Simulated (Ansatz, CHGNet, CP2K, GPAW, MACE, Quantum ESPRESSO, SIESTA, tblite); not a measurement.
# Random packing of 64Li2S-20P2S5-16LiCl (mol %) (91 atoms) in CP2K

How do the settings of CP2K change the result for random packing of 64Li2S-20P2S5-16LiCl (mol %) (91 atoms)? A plane-wave run serves as the yardstick.

Calculated with CP2K 2026.2; the method is named at each step.

## Step 1: Starting point

The cell holds 91 atoms: 36 Li, 41 S, 10 P and 4 Cl. Cell: a = 12.227 Å, b = 12.227 Å, c = 12.227 Å, α = 90.0°, β = 90.0°, γ = 90.0°. 91 atoms (36 Li, 41 S, 10 P, 4 Cl) packed at random in a cube at 1.83 g/cm³ and pushed apart as soft spheres, cations and anions kept from their own kind; a start for melting by ab initio MD, not an equilibrated structure. Then every atom was moved at random, 0.03 Å r.m.s. a Cartesian component.

The yardstick, on the same geometry:

```
method                 : Kohn-Sham DFT, PBE, PAW, plane waves (Ansatz 0.2.0); cutoff 420 eV, Γ point, fermi-dirac smearing of 0.05 eV; PAW set soft_2
r.m.s. force component : 0.607 eV/Å
longest force          : 3.353 eV/Å
pressure               : -1.237 GPa
SCF cycles             : 12
time                   : 10 s on 8 threads of Arm Neoverse V2, shared host
CPU time               : 74 s
```

## Step 2: PBE, DZVP-MOLOPT-SR, 600/50 Ry, diagonalisation

Method: Kohn-Sham DFT, PBE, GTH-PBE pseudopotentials, Gaussian and plane waves, DZVP-MOLOPT-SR-GTH, diagonalisation.

The input, input.inp:

```
&GLOBAL
  PROJECT cell
  RUN_TYPE ENERGY_FORCE
  PRINT_LEVEL LOW
&END GLOBAL
&FORCE_EVAL
  METHOD QS
  STRESS_TENSOR ANALYTICAL
  &DFT
    BASIS_SET_FILE_NAME BASIS_MOLOPT
    POTENTIAL_FILE_NAME GTH_POTENTIALS
    &MGRID
      CUTOFF 600
      REL_CUTOFF 50
      NGRIDS 5
    &END MGRID
    &QS
      EPS_DEFAULT 1.0E-12
    &END QS
    &SCF
      SCF_GUESS ATOMIC
      EPS_SCF 1.0E-06
      MAX_SCF 200
      ADDED_MOS 14
      &DIAGONALIZATION
        ALGORITHM STANDARD
      &END DIAGONALIZATION
      &SMEAR ON
        METHOD FERMI_DIRAC
        ELECTRONIC_TEMPERATURE [K] 580
      &END SMEAR
      &MIXING
        METHOD BROYDEN_MIXING
        ALPHA 0.3
        NBROYDEN 8
      &END MIXING
      &PRINT
        &RESTART OFF
        &END RESTART
      &END PRINT
    &END SCF
    &XC
      &XC_FUNCTIONAL PBE
      &END XC_FUNCTIONAL
    &END XC
    &PRINT
      &MULLIKEN ON
      &END MULLIKEN
      &LOWDIN ON
      &END LOWDIN
      &HIRSHFELD ON
      &END HIRSHFELD
      &MO ON
        EIGENVALUES T
        OCCUPATION_NUMBERS T
        MO_INDEX_RANGE 205 228
        &EACH
          QS_SCF 0
        &END EACH
        ADD_LAST NUMERIC
      &END MO
    &END PRINT
  &END DFT
  &SUBSYS
    &CELL
      A 12.22750 0.00000 0.00000
      B 0.00000 12.22750 0.00000
      C 0.00000 0.00000 12.22750
    &END CELL
    &COORD
      SCALED
      Li 0.18580 0.81409 0.18420
      Li 0.13986 0.95424 0.68292
      Li 0.27735 0.74131 0.69892
      Li 0.82721 0.82871 0.86335
      Li 0.78976 0.28047 0.46842
      Li 0.57049 0.73886 0.95148
      Li 0.52553 0.68844 0.31992
      Li 0.84926 0.28506 0.22991
      Li 0.48846 0.57453 0.61701
      Li 0.03232 0.07548 0.30735
      Li 0.15802 0.32965 0.14183
      Li 0.41733 0.34923 0.19237
      Li 0.29707 0.44820 0.80296
      Li 0.09151 0.66595 0.01042
      Li 0.75773 0.81629 0.09706
      Li 0.32163 0.53562 0.33395
      Li 0.80875 0.29952 0.83246
      Li 0.84434 0.54308 0.66127
      Li 0.18936 0.08648 0.98329
      Li 0.97858 0.84317 0.38257
      Li 0.35063 0.38613 0.52825
      Li 0.57933 0.82986 0.69252
      Li 0.78280 0.54558 0.41250
      Li 0.59769 0.11660 0.45020
      Li 0.64628 0.33558 0.09688
      Li 0.93639 0.98267 0.02608
      Li 0.64553 0.20161 0.67966
      Li 0.69813 0.83312 0.47553
      Li 0.45680 0.95232 0.00201
      Li 0.06170 0.38012 0.78147
      Li 0.44937 0.86582 0.47574
      Li 0.69311 0.02709 0.97954
      Li 0.11768 0.42129 0.42041
      Li 0.34956 0.03500 0.79796
      Li 0.90382 0.66357 0.22741
      Li 0.96127 0.46174 0.09156
      S 0.94726 0.15357 0.78217
      S 0.32133 0.70740 0.27343
      S 0.59603 0.00641 0.60334
      S 0.09328 0.97211 0.44920
      S 0.76841 0.88462 0.30504
      S 0.78996 0.81523 0.67962
      S 0.99681 0.31952 0.97535
      S 0.61979 0.15142 0.18916
      S 0.95608 0.21500 0.40887
      S 0.30553 0.94035 0.11998
      S 0.99077 0.72934 0.84197
      S 0.19028 0.12584 0.74787
      S 0.32204 0.58035 0.51046
      S 0.07900 0.04894 0.12698
      S 0.30259 0.91370 0.57950
      S 0.62940 0.33070 0.54212
      S 0.42429 0.86569 0.79349
      S 0.61615 0.41066 0.82256
      S 0.90112 0.40287 0.55106
      S 0.76920 0.21297 0.99817
[... 31 atom lines left out ...]
      Cl 0.52918 0.82283 0.10832
      Cl 0.86917 0.00316 0.54602
      Cl 0.05244 0.55978 0.23107
      Cl 0.69353 0.64211 0.28232
    &END COORD
    &KIND Li
      BASIS_SET DZVP-MOLOPT-SR-GTH-q3
      POTENTIAL GTH-PBE-q3
    &END KIND
    &KIND S
      BASIS_SET DZVP-MOLOPT-SR-GTH-q6
      POTENTIAL GTH-PBE-q6
    &END KIND
    &KIND P
      BASIS_SET DZVP-MOLOPT-SR-GTH-q5
      POTENTIAL GTH-PBE-q5
    &END KIND
    &KIND Cl
      BASIS_SET DZVP-MOLOPT-SR-GTH-q7
      POTENTIAL GTH-PBE-q7
    &END KIND
  &END SUBSYS
  &PRINT
    &FORCES ON
    &END FORCES
    &STRESS_TENSOR ON
    &END STRESS_TENSOR
  &END PRINT
&END FORCE_EVAL
```

On the command line:

```bash
$ OMP_NUM_THREADS=1 mpirun -np 4 cp2k.psmp -i input.inp > output.txt
```

Numbers of over 12 decimals in the logs are rounded to 6 here.

The log of the run:

```text
CP2K| version string:                                       CP2K version 2026.2
 CP2K| Input file name                                                 input.inp
 GLOBAL| Basis set file name                                        BASIS_MOLOPT
 GLOBAL| Potential file name                                      GTH_POTENTIALS
 GLOBAL| Run type                                                   ENERGY_FORCE
 GLOBAL| Total number of message passing processes                             4
 GLOBAL| Number of threads for this process                                    1
 TOTAL NUMBERS AND MAXIMUM NUMBERS
  Total number of            - Atomic kinds:                                   4
                             - Atoms:                                         91
                             - Shell sets:                                    91
                             - Shells:                                       419
                             - Primitive Cartesian functions:                400
                             - Cartesian basis functions:                    986
                             - Spherical basis functions:                    931
  Maximum angular momentum of- Orbital basis functions:                        2
                             - Local part of the GTH pseudopotential:          6
                             - Non-local part of the GTH pseudopotential:      2
 SCF PARAMETERS         Density guess:                                    ATOMIC
                        max_scf:                                             200
                        eps_scf:                                        1.00E-06
                        added MOs                                        14    0
                        Mixing method:                            BROYDEN_MIXING
                                                charge density mixing in g-space
                        Smear method:                                FERMI_DIRAC
                        Electronic temperature [K]:                        580.0
                        Electronic temperature [a.u.]:                  1.84E-03
                        Accuracy threshold:                             1.00E-10
 Extrapolation method: initial_guess
 Number of electrons:                                                        432
 Number of occupied orbitals:                                                216
 Number of molecular orbitals:                                               230
 Number of orbital functions:                                                931
 Number of independent orbital functions:                                    931
 SCF WAVEFUNCTION OPTIMIZATION
  Step     Update method      Time    Convergence         Total energy    Change
 *** the last MO => Add more MOs for proper smearing.                   ***
     1 NoMix/Diag. 0.30E+00    3.2     0.83310824      -816.1732952049 -8.16E+02
 *** the last MO => Add more MOs for proper smearing.                   ***
     2 Broy./Diag. 0.30E+00    4.1     0.77179294      -806.6574676008  9.52E+00
 *** the last MO => Add more MOs for proper smearing.                   ***
     3 Broy./Diag. 0.30E+00    4.1     0.64937158      -812.7275470078 -6.07E+00
[...]
4 Broy./Diag. 0.30E+00    4.0     0.53308186      -813.3965176519 -6.69E-01
[...]
*** the last MO => Add more MOs for proper smearing.                   ***
    36 Broy./Diag. 0.30E+00    4.1     0.00000114      -814.0444723360  1.47E-06
 *** the last MO => Add more MOs for proper smearing.                   ***
    37 Broy./Diag. 0.30E+00    4.2     0.00000081      -814.0444707199  1.62E-06
  *** SCF run converged in    37 steps ***
  Electronic density on regular grids:       -432.0000000000        0.0000000000
  Core density on regular grids:              431.9999999994       -0.0000000006
  Total charge density on r-space grids:       -0.0000000006
  Total charge density g-space grids:          -0.0000000006
  Overlap energy of the core charge distribution:               9.52626e-09
  Self energy of the core charge distribution:              -1518.722149
  Core Hamiltonian energy:                                    298.807843
  Hartree energy:                                             592.046874
  Exchange-correlation energy:                               -186.158658
  Electronic entropic energy:                                  -0.018381
  Fermi energy:                                                 0.084236
  Total energy:                                              -814.044471
  Total energy (extrapolated to T->0):                       -814.035280
 MO| EIGENVALUES AND OCCUPATION NUMBERS
 MO|
 MO|  Index      Eigenvalue [a.u.]        Eigenvalue [eV]             Occupation
 MO|    205               0.070263               1.911951               1.999007
 MO|    206               0.070832               1.927449               1.998646
 MO|    207               0.071602               1.948403               1.997942
[...]
MO|    227               0.099000               2.693918               0.000646
 MO|    228               0.101379               2.758652               0.000177
 MO| Sum:                                                             432.000000
 MO| E(Fermi):            0.084236 a.u.          2.292172 eV
 !-----------------------------------------------------------------------------!
                     Mulliken Population Analysis
 #  Atom  Element  Kind  Atomic population                           Net charge
       1     Li       1          2.832837                              0.167163
       2     Li       1          2.713358                              0.286642
       3     Li       1          2.653932                              0.346068
[...]
# Total charge                            432.000000                 -0.000000
 !-----------------------------------------------------------------------------!
 !-----------------------------------------------------------------------------!
                           Hirshfeld Charges
  #Atom  Element  Kind  Ref Charge     Population                    Net charge
      1       Li     1       3.000          3.305                        -0.305
      2       Li     1       3.000          3.194                        -0.194
      3       Li     1       3.000          3.032                        -0.032
[...]
90       Cl     4       7.000          7.022                        -0.022
     91       Cl     4       7.000          6.921                         0.079
  Total Charge                                                           -0.000
 !-----------------------------------------------------------------------------!
 LOWDIN POPULATION ANALYSIS
 #  Atom  Element  Kind  Atomic population                           Net charge
[...]
90     Cl       4          7.065973                             -0.065973
      91     Cl       4          6.981366                              0.018634
 # Total charge                            432.000000                 -0.000000
 ENERGY| Total FORCE_EVAL ( QS ) energy [hartree]           -814.044469
 FORCES| Atomic forces [hartree/bohr]
 FORCES|   Atom     x               y               z               |f|
 FORCES|      1 -5.44903211E-03 -7.44754410E-03 -7.32293243E-03   1.17806283E-02
 FORCES|      2 -8.64594047E-03 -9.15326642E-03 -4.40579160E-03   1.33396241E-02
 FORCES|      3 -3.34881906E-03  1.79467927E-03  1.14037960E-03   3.96685372E-03
[...]
FORCES|     90 -1.02232578E-02 -8.82038010E-03 -1.31034529E-03   1.35658067E-02
 FORCES|     91  6.69648487E-03  1.24416642E-03 -2.38779179E-02   2.48303408E-02
 FORCES| Sum     6.97600979E-08 -9.33162982E-07 -1.66997856E-05
 FORCES| Total atomic force                                       1.67259827E-05
 STRESS| Analytical stress tensor [bar]
 STRESS|                        x                   y                   z
 STRESS|      x       -6.46678954280E+03   9.02504956655E+03  -5.86523177307E+03
 STRESS|      y        9.02504956655E+03  -1.22640947649E+04   5.95312420713E+03
 STRESS|      z       -5.86523177307E+03   5.95312420713E+03  -1.09276049799E+04
 STRESS| 1/3 Trace                                            -9.88616309586E+03
```

Elapsed: 2.7 min, on 4 MPI ranks of Arm Neoverse V2, shared host; peak memory 6.2 GiB; 11 min of CPU time.

Banners, paths, timers and routine set-up lines are dropped from the logs unmarked, and long logs keep their key lines alone; longer cuts are marked.

Numbers from this run, and their distance from the reference:

```yaml
r_m_s_force_component: 0.6137 eV/Å
r_m_s_difference_of_force_components: 36.96 meV/Å
longest_difference_of_force_vectors: 168.4 meV/Å
force_difference_over_r_m_s_force: 6.089 %
slope_of_forces_against_the_reference_s: 1.009
correlation_of_force_components: 0.9982
pressure: -0.9886 GPa
pressure_difference: 0.2482 GPa
```

Length of the force difference by element (eV/Å):

```
element  atoms   mean   most
     Cl      4  0.072   0.12
     Li     36  0.047  0.090
      P     10  0.098   0.17
      S     41  0.055   0.11
```

Local excerpt of 10 atoms (numbers count through the whole input) about S72, whose charge lies farthest from its element's mean; x, y, z are measured from there.

```
atom      x      y      z  distance (Å)  Mulliken charge (e)     Fx     Fy  Fz (eV/Å)
 S72   0.00   0.00   0.00          0.00                 0.22  -0.57  -1.24       2.32
 P87   1.17   0.84  -1.34          1.97                -0.25   1.38   0.50      -3.05
Li13  -1.32  -0.35  -1.80          2.26                 0.10  -0.97   0.06      -0.13
 P79   1.10  -2.06  -0.51          2.39                 0.05  -0.43   0.36      -0.66
 S70  -1.55  -0.11   2.62          3.04                -0.30   0.38   0.57      -0.39
 S61   2.54   0.70   1.55          3.06                -0.15   0.76  -0.87      -0.53
 S75  -1.57   2.49   0.93          3.09                -0.04  -0.02  -0.24       0.33
 S54   2.58  -0.81  -1.56          3.12                 0.06  -0.28  -0.40       0.16
 S63  -2.07  -2.55  -0.05          3.28                -0.19   0.40  -0.02       0.35
Li12   0.15  -1.56   2.97          3.35                 0.17   0.30   0.21      -0.04
```

Forces lie 6.1 % from the reference's, at 8.7 times its CPU time (on 4 against 8 cores).

## Step 3: PBE, SZV-MOLOPT-SR, 600/50 Ry, diagonalisation

Method: Kohn-Sham DFT, PBE, GTH-PBE pseudopotentials, Gaussian and plane waves, SZV-MOLOPT-SR-GTH, diagonalisation.

Edit input.inp of step 2 so:

```diff
@@ -50,4 +50,2 @@
       &END LOWDIN
-      &HIRSHFELD ON
-      &END HIRSHFELD
       &MO ON
@@ -70,7 +68,30 @@
     &COORD
-      SCALED
-[... 91 atom lines left out: the same atoms as in the first run ...]
+      Li 2.27187 9.95429 2.25231
+      Li 1.71014 11.66797 8.35040
+      Li 3.39130 9.06437 8.54604
+      Li 10.11471 10.13305 10.55661
+      Li 9.65679 3.42945 5.72761
+      Li 6.97567 9.03441 11.63422
+      Li 6.42592 8.41790 3.91182
+      Li 10.38433 3.48557 2.81122
+      Li 5.97264 7.02507 7.54449
+      Li 0.39519 0.92293 3.75812
+      Li 1.93219 4.03080 1.73423
+      Li 5.10290 4.27021 2.35220
+      Li 3.63242 5.48037 9.81819
+      Li 1.11894 8.14290 0.12741
+      Li 9.26514 9.98119 1.18680
+      Li 3.93273 6.54929 4.08337
+      Li 9.88899 3.66238 10.17890
+      Li 10.32417 6.64051 8.08568
+      Li 2.31540 1.05743 12.02318
+      Li 11.96559 10.30986 4.67787
+[... 67 atom lines left out ...]
+      Cl 6.47055 10.06115 1.32448
+      Cl 10.62778 0.03864 6.67646
+      Cl 0.64121 6.84471 2.82541
+      Cl 8.48014 7.85140 3.45207
     &END COORD
     &KIND Li
-      BASIS_SET DZVP-MOLOPT-SR-GTH-q3
+      BASIS_SET SZV-MOLOPT-SR-GTH-q3
       POTENTIAL GTH-PBE-q3
@@ -78,3 +99,3 @@
     &KIND S
-      BASIS_SET DZVP-MOLOPT-SR-GTH-q6
+      BASIS_SET SZV-MOLOPT-SR-GTH-q6
       POTENTIAL GTH-PBE-q6
@@ -82,3 +103,3 @@
     &KIND P
-      BASIS_SET DZVP-MOLOPT-SR-GTH-q5
+      BASIS_SET SZV-MOLOPT-SR-GTH-q5
       POTENTIAL GTH-PBE-q5
@@ -86,3 +107,3 @@
     &KIND Cl
-      BASIS_SET DZVP-MOLOPT-SR-GTH-q7
+      BASIS_SET SZV-MOLOPT-SR-GTH-q7
       POTENTIAL GTH-PBE-q7
```

On the command line:

```bash
$ OMP_NUM_THREADS=2 cp2k.psmp -i input.inp > output.txt
```

The log of the run:

```text
CP2K| version string:                                       CP2K version 2026.2
 CP2K| Input file name                                                 input.inp
 GLOBAL| Basis set file name                                        BASIS_MOLOPT
 GLOBAL| Potential file name                                      GTH_POTENTIALS
 GLOBAL| Run type                                                   ENERGY_FORCE
 GLOBAL| Total number of message passing processes                             1
 GLOBAL| Number of threads for this process                                    2
[... lines left out ...]
                        Smear method:                                FERMI_DIRAC
[... lines left out ...]
 Number of electrons:                                                        432
[... lines left out ...]
  Step     Update method      Time    Convergence         Total energy    Change
[... lines left out ...]
  *** SCF run converged in    55 steps ***
[... lines left out ...]
  Fermi energy:                                                 0.194020
  Total energy:                                              -804.599122
  Total energy (extrapolated to T->0):                       -804.588890
[... lines left out ...]
 MO| E(Fermi):            0.194020 a.u.          5.279563 eV
[... lines left out ...]
      90     Cl       4          7.556636                             -0.556636
      91     Cl       4          7.506523                             -0.506523
 # Total charge                            432.000000                 -0.000000
 ENERGY| Total FORCE_EVAL ( QS ) energy [hartree]           -804.599121
 FORCES| Atomic forces [hartree/bohr]
 FORCES|   Atom     x               y               z               |f|
 FORCES|      1 -8.58519227E-03 -6.17797507E-03 -6.53901087E-03   1.24350941E-02
 FORCES|      2 -1.19628276E-02 -1.16208823E-02 -5.53930263E-03   1.75737880E-02
 FORCES|      3 -1.33566269E-03 -5.55339440E-03  5.05211834E-03   7.62548909E-03
[...]
FORCES|     90 -5.71972671E-03 -9.34112980E-03 -2.37687818E-03   1.12081011E-02
 FORCES|     91  4.79612391E-03  4.21113864E-04 -3.26369386E-02   3.29901486E-02
 FORCES| Sum     9.21598633E-06 -1.32008768E-05 -1.80797651E-05
 FORCES| Total atomic force                                       2.42089954E-05
 STRESS| Analytical stress tensor [bar]
 STRESS|                        x                   y                   z
 STRESS|      x        5.03452976652E+04   8.82154124955E+03  -7.18724636810E+03
 STRESS|      y        8.82154124955E+03   4.71346976155E+04   2.90857238309E+03
 STRESS|      z       -7.18724636810E+03   2.90857238309E+03   3.75900485625E+04
 STRESS| 1/3 Trace                                             4.50233479478E+04
```

Wall time 5.4 min (2 threads); peak memory 4.8 GiB; 9.2 min of CPU time.

Against the reference:

- r.m.s. force component: 0.9909 eV/Å
- r.m.s. difference of force components: 746.9 meV/Å
- longest difference of force vectors: 4523 meV/Å
- force difference over r.m.s. force: 123 %
- slope of forces against the reference's: 1.075
- correlation of force components: 0.6587
- pressure: 4.502 GPa
- pressure difference: 5.739 GPa

This is a coarse setting, run to see what it loses.

Against the first run (6.1 %), the force difference from the reference is 123 %, at 0.86 times the CPU time (on 2 against 4 cores) (55 SCF steps against 37), with 292 basis functions against 931: the smaller basis costs accuracy.

(Part 1 of 2 ends here.)

[Also dropped from logs without a mark: logging warnings of Python, and SIESTA's first energy breakdown and zero terms.]

[Logs are printed without paths, hosts, clocks, repeated set-up lines and the standing remarks that a program may print on its own settings, such as how far it seeks lower states.]

[Hosts, paths, dates, database ids (printed as entryN), source tags and the programs' standing remarks are cut or masked in the printed files.]
